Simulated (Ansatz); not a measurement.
# Zr3Cd2: which shell does photoemission see at 21.2 and 60 eV? (r²SCAN)

The valence band of Zr3Cd2 mixes several shells. Work out by hand which one leads the spectrum's area at each photon energy.

Filled states come from the projected DOS of Ansatz 0.2.0 (r²SCAN, plane waves); cross sections σ and asymmetry parameters β are those of free atoms in a Dirac–Hartree–Slater calculation. A shell's area is states × σ × angular factor, which is 1 − β·P₂(cos θ)/2 for unpolarised light, with θ = 60° from the beam and P₂ = -0.125.

**At 21.2 eV** (states counted from 11.2 eV below the zero; other shells add 0.32 to the products' sum of 69.6):

```
shell  filled states a cell  cross section (Mb an electron)      β  angular factor  product  share by hand (%)  share in the simulated spectrum (%)
Cd 4d                 19.91                           0.964  -0.11            0.99     19.1                 27                                   27
Zr 4p                  0.00                               0   0.00            1.00        0                  0                                    0
Zr 4d                  8.78                            5.55   0.52            1.03     50.3                 72                                   73
```

**At 60 eV** (states counted from 30.9 eV below the zero; other shells add 0.2 to the products' sum of 50.1):

```
shell  filled states a cell  cross section (Mb an electron)     β  angular factor  product  share by hand (%)  share in the simulated spectrum (%)
Cd 4d                 19.92                            2.14  0.92            1.06     45.1                 90                                   90
Zr 4p                 17.84                            0.21  1.23            1.08     4.03                  8                                    8
Zr 4d                  8.86                          0.0814  1.97            1.12     0.81                  2                                    2
```

Zr 4d leads at 21.2 eV and Cd 4d at 60 eV. Between the two energies σ of Zr 4d changes by a factor 0.015 and that of Cd 4d by 2.2, so their ratio moves 151-fold in favour of the second. The simulated spectrum uses the same rule on the energy-resolved DOS, so the two share columns agree within a few points.

Only crystals where the two columns agree within 4 points and the lead is clear are worked in this form. Free-atom cross sections ignore the solid's final states, no escape depth or background enters, and the count of states a shell hangs on the projection.

[Logs are printed without paths, hosts, clocks, repeated set-up lines and the standing remarks that a program may print on its own settings, such as how far it seeks lower states.]
